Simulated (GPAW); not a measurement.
# A Sn chain with two Si atoms in line: transmission at several levels

Wanted: the zero-bias transmission of a Sn chain with two Si atoms in line on a ladder of levels, with run times.

Main program and level: GPAW 26.7.0; GPAW LCAO, PAW setups; Landauer transmission from Green's functions with principal layers (ASE), zero bias.

**1. Starting point**

The cell holds 12 atoms: 10 Sn and 2 Si. Cell: a = 9.000 Å, b = 9.000 Å, c = 31.889 Å, α = 90.0°, β = 90.0°, γ = 90.0°. Regions: left lead, 5 atoms (5 Sn); channel, 2 atoms (2 Si); right lead, 5 atoms (5 Sn). Vacuum lies along a and b. The structure is stacked along c, and the current runs across the ab planes.

**2. GPAW, dzp**

The script solves lead and junction separately, takes H and S in the orbital basis, and joins semi-infinite leads through their self-energies; the dzp basis is the working standard.

run.py reads:

```python
import json
import numpy as np
from ase import Atoms
from ase.transport.calculators import TransportCalculator
from gpaw import GPAW, FermiDirac
from gpaw.lcao.tools import get_lcao_hamiltonian
from scipy.linalg import eigh

# The junction with lead layers at both ends, along the third cell vector
device = Atoms(
    ['Sn', 'Sn', 'Sn', 'Sn', 'Sn', 'Si', 'Si', 'Sn', 'Sn', 'Sn', 'Sn', 'Sn'],
    positions=[
        [4.50000, 4.50000, 1.37500],
        [4.50000, 4.50000, 4.12500],
        [4.50000, 4.50000, 6.87500],
        [4.50000, 4.50000, 9.62500],
        [4.50000, 4.50000, 12.37500],
        [4.50000, 4.50000, 14.84460],
        [4.50000, 4.50000, 17.04460],
        [4.50000, 4.50000, 19.51420],
        [4.50000, 4.50000, 22.26420],
        [4.50000, 4.50000, 25.01420],
        [4.50000, 4.50000, 27.76420],
        [4.50000, 4.50000, 30.51420]],
    cell=[[9.0, 0.0, 0.0], [0.0, 9.0, 0.0], [0.0, 0.0, 31.8892]],
    pbc=True)

# One principal layer of the lead: the first 3 atoms of the device
lead = Atoms(
    ['Sn', 'Sn', 'Sn'],
    positions=[
        [4.50000, 4.50000, 1.37500],
        [4.50000, 4.50000, 4.12500],
        [4.50000, 4.50000, 6.87500]],
    cell=[[9.0, 0.0, 0.0], [0.0, 9.0, 0.0], [0.0, 0.0, 8.25]],
    pbc=True)

settings = dict(mode='lcao', basis='dzp', xc='PBE', h=0.2,
                occupations=FermiDirac(0.1), maxiter=250,
                mixer=dict(beta=0.1, nmaxold=8, weight=100.0),
                convergence=dict(density=0.0001))
energies = np.arange(-3, 3 + 1e-9, 0.075)
eta = 0.0001
n1, n2 = 1, 1
# k and -k transmit alike, so half of the mesh across the current serves
mesh = [(i, j) for i in range(n1) for j in range(n2) if (i, j) <= (-i % n1, -j % n2)]
weights = np.array([1 if (i, j) == (-i % n1, -j % n2) else 2 for i, j in mesh]) / (n1 * n2)

# [... helper functions left out ...]
fermi_lead = ground_state(lead, (1, 1, 14), 'lead.txt')
fermi_device = ground_state(device, (1, 1, 3), 'device.txt')
# [... loop over the mesh left out, but for ...]
        # Shift the lead onto the potential of the device's first layer
        shift = ((H[:, 0, 0] - H0[:, 0, 0]) / S0[0, 0]).real.mean()
# [...]
kT = 8.617333e-5 * 300
bias = [0.1, 0.2, 0.5, 1.0, 1.5, 2.0]
# [... integrals and printing left out ...]
```

On the command line:

```sh
$ OMP_NUM_THREADS=1 OPENBLAS_NUM_THREADS=1 python run.py
```

Output:

```text
basis functions: device 256, principal layer 69
Fermi level: lead -2.9469 eV, device -3.0699 eV; lead shifted by 0.0059 eV
largest coupling past the next layer 3.84e-07 eV, largest misfit of the first layer 0.008 eV
  E-E_F (eV)   T (one spin)  [channel counts left out]
    -3.000    1.7809e-07
    -2.925    1.0803e-07
    -2.850    1.4499e-07
    -2.775    5.7840e-07
    -2.700    1.4313e-04
    -2.625    6.2602e-01
    -2.550    6.8411e-01
    -2.475    6.9734e-01
    -2.400    7.0049e-01
    -2.325    7.0052e-01
    -2.250    6.9958e-01
    -2.175    6.9847e-01
    -2.100    6.9752e-01
    -2.025    6.9687e-01
    -1.950    6.9658e-01
    -1.875    6.9665e-01
[...]
2.475    2.6038e+00
     2.550    2.5488e+00
     2.625    2.4828e+00
     2.700    2.4032e+00
     2.775    2.3064e+00
     2.850    2.1875e+00
     2.925    2.0399e+00
     3.000    1.8531e+00
conductance at 300 K: 2.7656 G0 a cell; thermopower -0.3501 uV/K
current from the zero-bias T(E) at 0.1 V: 21.426 uA
current from the zero-bias T(E) at 0.2 V: 42.844 uA
current from the zero-bias T(E) at 0.5 V: 106.95 uA
current from the zero-bias T(E) at 1.0 V: 211.96 uA
current from the zero-bias T(E) at 1.5 V: 306.18 uA
current from the zero-bias T(E) at 2.0 V: 377.54 uA
```

Elapsed: 53 s, on 1 thread of Intel Xeon Platinum 8488C (Sapphire Rapids), shared host; peak memory 1.1 GiB.

Numbers from this step:

```
conductance                                    : 2.766 G₀
largest coupling past the next principal layer : 3.84e-7 eV
largest misfit of the first principal layer    : 0.007607 eV
shift that aligns the lead                     : 0.005926 eV
basis functions of the junction                : 256
basis functions of a principal layer           : 69
transmission at the Fermi level (one spin)     : 2.766
```

One spin. The transmission, zone mean by energy, zero at the Fermi level:

```
energy (eV)  transmission, zone mean
    -3.0000                   1.8e-7
    -2.7750                   5.8e-7
    -2.4750                    0.697
    -2.2500                    0.700
    -2.0250                    0.697
    -1.7250                    0.698
    -1.5000                    0.702
    -1.2750                    0.710
    -0.9750                    0.723
    -0.7500                     1.41
    -0.5250                     2.45
    -0.2250                     2.72
     0.0000                     2.77
     0.2250                     2.79
     0.5250                     2.81
     0.7500                     2.82
     0.9750                     2.84
     1.2750                     2.85
     1.5000                     2.86
     1.7250                     2.84
     2.0250                     2.79
     2.2500                     2.72
     2.4750                     2.60
     2.7750                     2.31
     3.0000                     1.85
```

Not self-consistent under bias; the bias window is split evenly. The current through one cell, from the zero-bias transmission by bias:

```csv
bias (V),"current through one cell, from the zero-bias transmission (μA)"
0.100,21.4
0.200,42.8
0.500,107
1.000,212
1.500,306
2.000,378
```

Transmission of the three most open eigenchannels against energy, zero at the Fermi level:

```
energy (eV)  channel 1  channel 2  channel 3
    -2.7750     5.8e-7          0          0
    -2.4750      0.697          0          0
    -2.2500      0.700          0          0
    -2.0250      0.697          0          0
    -1.7250      0.698          0          0
    -1.5000      0.702          0          0
    -1.2750      0.710          0          0
    -0.9750      0.723    4.2e-11    4.2e-11
    -0.7500      0.734      0.339      0.339
    -0.5250      0.850      0.850      0.747
    -0.2250      0.978      0.978      0.765
     0.0000      0.994      0.994      0.779
     0.2250      0.998      0.998      0.793
     0.5250      0.999      0.999      0.812
     0.7500      0.999      0.999      0.826
     0.9750      0.999      0.999      0.840
     1.2750      0.996      0.996      0.860
     1.5000      0.989      0.989      0.877
     1.7250      0.976      0.976      0.890
     2.0250      0.942      0.942      0.908
     2.2500      0.921      0.900      0.900
     2.4750      0.933      0.835      0.835
     2.7750      0.948      0.679      0.679
     3.0000      0.957      0.448      0.448
```

Couplings past the next layer reach 3.8e-7 eV, small enough to drop; the matrix elements of the cell's first layer differ from the bulk lead's by up to 0.0076 eV. That layer keeps its own values in the calculation, and only beyond it is the lead taken as perfect. The Fermi levels of lead and junction count from different zeros of potential, one for each periodic cell; with both set to zero, the small remaining shift is what aligns them. By hand: G = 2.766 × 77.48 μS = 214 μS, a resistance of 4.67 kΩ; at 0.1 V a linear junction would pass 21.4 μA, and the integral over the bias window gives 21.4 μA.

**3. GPAW, szp: basis = "szp(dzp)"**

One radial function a shell plus polarisation makes the matrices smaller; the question is what that costs.

run.py, as its differences from that of step 2:

```diff
@@ -37,3 +37,3 @@
 
-settings = dict(mode='lcao', basis='dzp', xc='PBE', h=0.2,
+settings = dict(mode='lcao', basis='szp(dzp)', xc='PBE', h=0.2,
                 occupations=FermiDirac(0.1), maxiter=250,
```

Output:

```text
basis functions: device 158, principal layer 42
Fermi level: lead -3.2113 eV, device -3.3885 eV; lead shifted by 0.0117 eV
largest coupling past the next layer 3.63e-07 eV, largest misfit of the first layer 0.006 eV
  E-E_F (eV)   T (one spin)  [channel counts left out]
    -3.000    3.2768e-08
    -2.925    3.1127e-08
    -2.850    4.5354e-08
    -2.775    1.1897e-07
    -2.700    1.3440e-06
    -2.625    2.1555e-01
    -2.550    6.0696e-01
    -2.475    6.6914e-01
    -2.400    6.9042e-01
    -2.325    6.9950e-01
    -2.250    7.0376e-01
    -2.175    7.0588e-01
    -2.100    7.0702e-01
    -2.025    7.0774e-01
    -1.950    7.0834e-01
    -1.875    7.0898e-01
[...]
2.475    2.5776e+00
     2.550    2.5210e+00
     2.625    2.4535e+00
     2.700    2.3728e+00
     2.775    2.2754e+00
     2.850    2.1570e+00
     2.925    2.0112e+00
     3.000    1.8288e+00
conductance at 300 K: 2.7687 G0 a cell; thermopower -0.374 uV/K
current from the zero-bias T(E) at 0.1 V: 21.45 uA
current from the zero-bias T(E) at 0.2 V: 42.891 uA
current from the zero-bias T(E) at 0.5 V: 107.04 uA
current from the zero-bias T(E) at 1.0 V: 211.67 uA
current from the zero-bias T(E) at 1.5 V: 303.39 uA
current from the zero-bias T(E) at 2.0 V: 374.14 uA
```

Wall time 41 s (1 thread); peak memory 1.1 GiB.

This step gave:

```
conductance                                    : 2.769 G₀
largest coupling past the next principal layer : 3.63e-7 eV
largest misfit of the first principal layer    : 0.006412 eV
shift that aligns the lead                     : 0.01166 eV
basis functions of the junction                : 158
basis functions of a principal layer           : 42
transmission at the Fermi level (one spin)     : 2.769
```

One spin. Table of transmission, zone mean by energy, zero at the Fermi level:

```
energy (eV)  transmission, zone mean
      -3.00                   3.3e-8
      -2.77                   1.2e-7
      -2.55                    0.607
      -2.40                    0.690
      -2.17                    0.706
      -1.95                    0.708
      -1.73                    0.711
      -1.57                    0.713
      -1.35                    0.719
      -1.12                    0.727
      -0.90                    0.736
      -0.75                     1.13
      -0.53                     2.38
      -0.30                     2.68
      -0.07                     2.76
       0.00                     2.77
       0.07                     2.78
       0.30                     2.80
       0.53                     2.81
       0.75                     2.83
       0.90                     2.83
       1.12                     2.85
       1.35                     2.85
       1.43                     2.86
       1.57                     2.85
       1.73                     2.83
       1.95                     2.79
       2.17                     2.73
       2.40                     2.63
       2.55                     2.52
       2.77                     2.28
       3.00                     1.83
```

Not self-consistent under bias; the bias window is split evenly. Current through one cell, from the zero-bias transmission against bias:

```csv
bias (V),"current through one cell, from the zero-bias transmission (μA)"
0.100,21.5
0.200,42.9
0.500,107
1.000,212
1.500,303
2.000,374
```

The transmission of the three most open eigenchannels by energy, zero at the Fermi level:

```
energy (eV)  channel 1  channel 2  channel 3
      -3.00     3.3e-8          0          0
      -2.77     1.2e-7          0          0
      -2.55      0.607          0          0
      -2.40      0.690          0          0
      -2.17      0.706          0          0
      -1.95      0.708          0          0
      -1.73      0.711          0          0
      -1.57      0.713          0          0
      -1.35      0.719          0          0
      -1.12      0.727          0          0
      -0.90      0.736    5.9e-11    5.9e-11
      -0.75      0.743      0.195      0.195
      -0.53      0.814      0.814      0.755
      -0.30      0.959      0.959      0.767
      -0.07      0.989      0.989      0.780
       0.00      0.993      0.993      0.784
       0.07      0.995      0.995      0.788
       0.30      0.998      0.998      0.801
       0.53      0.999      0.999      0.815
       0.75      0.999      0.999      0.828
       0.90      0.999      0.999      0.837
       1.12      0.998      0.998      0.851
       1.35      0.994      0.994      0.865
       1.57      0.984      0.984      0.878
       1.73      0.973      0.973      0.887
       1.95      0.947      0.947      0.901
       2.17      0.914      0.908      0.908
       2.40      0.926      0.850      0.850
       2.55      0.933      0.794      0.794
       2.77      0.944      0.666      0.666
       3.00      0.953      0.438      0.438
```

The conductance equals that of the dzp run to 0.2 %.

**4. Minimal basis**

The minimal basis is the cheapest rung: no second zeta and no polarisation.

run.py, as its differences from that of step 3:

```diff
@@ -37,3 +37,3 @@
 
-settings = dict(mode='lcao', basis='szp(dzp)', xc='PBE', h=0.2,
+settings = dict(mode='lcao', basis='sz(dzp)', xc='PBE', h=0.2,
                 occupations=FermiDirac(0.1), maxiter=250,
```

Output:

```text
basis functions: device 98, principal layer 27
Fermi level: lead -3.0929 eV, device -3.2907 eV; lead shifted by 0.0107 eV
largest coupling past the next layer 4.07e-07 eV, largest misfit of the first layer 0.011 eV
  E-E_F (eV)   T (one spin)  [channel counts left out]
    -3.000    1.6447e-07
    -2.925    2.0152e-07
    -2.850    8.3461e-07
[...]
2.925    2.2166e+00
     3.000    2.0253e+00
conductance at 300 K: 2.7412 G0 a cell; thermopower -0.4355 uV/K
current from the zero-bias T(E) at 0.1 V: 21.237 uA
current from the zero-bias T(E) at 0.2 V: 42.463 uA
current from the zero-bias T(E) at 0.5 V: 105.95 uA
current from the zero-bias T(E) at 1.0 V: 209.6 uA
current from the zero-bias T(E) at 1.5 V: 303.25 uA
current from the zero-bias T(E) at 2.0 V: 376.05 uA
```

It took 33 s on 1 thread; peak memory 0.96 GiB.

This step gave:

* conductance: 2.741 G₀
* largest coupling past the next principal layer: 4.07e-7 eV
* largest misfit of the first principal layer: 0.01144 eV
* shift that aligns the lead: 0.01074 eV
* basis functions of the junction: 98
* basis functions of a principal layer: 27
* transmission at the Fermi level (one spin): 2.742

One spin. Table of transmission, zone mean by energy, zero at the Fermi level:

energy (eV), transmission, zone mean and a bar:
```
    -3.00       0.00 
    -2.77       0.00 
    -2.55       0.64 #######
    -2.40       0.67 #######
    -2.17       0.68 #######
    -1.95       0.69 #######
    -1.73       0.69 #######
    -1.57       0.70 #######
    -1.35       0.70 #######
    -1.12       0.71 ########
    -0.90       0.72 ########
    -0.75       1.56 ################
    -0.53       2.38 #########################
    -0.30       2.65 ############################
    -0.07       2.73 #############################
     0.00       2.74 #############################
     0.07       2.75 #############################
     0.30       2.77 #############################
     0.53       2.79 #############################
     0.75       2.80 ##############################
     0.90       2.81 ##############################
     1.12       2.82 ##############################
     1.35       2.83 ##############################
     1.57       2.84 ##############################
     1.65       2.84 ##############################
     1.73       2.84 ##############################
     1.95       2.83 ##############################
     2.17       2.80 ##############################
     2.40       2.74 #############################
     2.55       2.67 ############################
     2.77       2.47 ##########################
     3.00       2.03 #####################
```

The conductance, 2.74 G₀, lies 0.9 % below that of the dzp run.

**5. LDA in the dzp basis: xc = "LDA"**

Back in the dzp basis, the functional changes from PBE to LDA, to set the spread between functionals beside that between bases.

run.py, as its differences from that of step 4:

```diff
@@ -37,3 +37,3 @@
 
-settings = dict(mode='lcao', basis='sz(dzp)', xc='PBE', h=0.2,
+settings = dict(mode='lcao', basis='dzp', xc='LDA', h=0.2,
                 occupations=FermiDirac(0.1), maxiter=250,
```

Output:

```text
basis functions: device 256, principal layer 69
Fermi level: lead -3.1886 eV, device -3.3002 eV; lead shifted by 0.0071 eV
largest coupling past the next layer 3.90e-07 eV, largest misfit of the first layer 0.012 eV
  E-E_F (eV)   T (one spin)  [channel counts left out]
    -3.000    5.0649e-08
    -2.925    5.2019e-08
    -2.850    9.4436e-08
[...]
2.925    1.9580e+00
     3.000    1.7592e+00
conductance at 300 K: 2.7773 G0 a cell; thermopower -0.3398 uV/K
current from the zero-bias T(E) at 0.1 V: 21.517 uA
current from the zero-bias T(E) at 0.2 V: 43.027 uA
current from the zero-bias T(E) at 0.5 V: 107.42 uA
current from the zero-bias T(E) at 1.0 V: 212.93 uA
current from the zero-bias T(E) at 1.5 V: 307 uA
current from the zero-bias T(E) at 2.0 V: 378.31 uA
```

Wall time 50 s (1 thread); peak memory 1.1 GiB.

Numbers from this step:

| Property | Result |
| --- | --- |
| conductance | 2.777 G₀ |
| largest coupling past the next principal layer | 3.90e-7 eV |
| largest misfit of the first principal layer | 0.01168 eV |
| shift that aligns the lead | 0.007051 eV |
| basis functions of the junction | 256 |
| basis functions of a principal layer | 69 |
| transmission at the Fermi level (one spin) | 2.778 |

One spin. The transmission, zone mean by energy, zero at the Fermi level:

energy (eV), transmission, zone mean and a bar:
```
    -3.00       0.00 
    -2.85       0.00 
    -2.70       0.00 
    -2.55       0.68 #######
    -2.33       0.70 #######
    -2.17       0.70 #######
    -2.02       0.70 #######
    -1.88       0.70 #######
    -1.73       0.70 #######
    -1.57       0.70 #######
    -1.35       0.71 #######
    -1.20       0.71 #######
    -1.05       0.72 ########
    -0.90       0.73 ########
    -0.75       1.30 ##############
    -0.60       2.26 ########################
    -0.38       2.66 ############################
    -0.23       2.73 #############################
    -0.07       2.77 #############################
     0.00       2.78 #############################
     0.07       2.79 #############################
     0.23       2.80 #############################
     0.38       2.81 #############################
     0.60       2.82 ##############################
     0.75       2.83 ##############################
     0.90       2.84 ##############################
     1.05       2.85 ##############################
     1.20       2.85 ##############################
     1.35       2.85 ##############################
     1.43       2.86 ##############################
     1.57       2.85 ##############################
     1.73       2.83 ##############################
     1.88       2.81 #############################
     2.02       2.77 #############################
     2.17       2.72 #############################
     2.33       2.65 ############################
     2.55       2.50 ##########################
     2.70       2.35 #########################
     2.85       2.12 ######################
     3.00       1.76 ##################
```

The conductance, 2.78 G₀, lies 0.4 % above that of the dzp run.

**6. Cost and result by level**

Times are for 1 thread of Intel Xeon Platinum 8488C (Sapphire Rapids), shared host. Results by setting:

| no. | run | conductance (G₀) | time | memory (GiB) |
| --- | --- | --- | --- | --- |
| 1 | dzp | 2.766 | 53 s | 1.1 |
| 2 | szp | 2.769 | 41 s | 1.1 |
| 3 | sz | 2.741 | 33 s | 0.96 |
| 4 | dzp LDA | 2.777 | 50 s | 1.1 |

(Part 1 of 2 ends here.)

[Logs are printed without paths, hosts, clocks, repeated set-up lines and the standing remarks that a program may print on its own settings, such as how far it seeks lower states.]

[Hosts, paths, dates, database ids (printed as entryN), source tags and the programs' standing remarks are cut or masked in the printed files.]
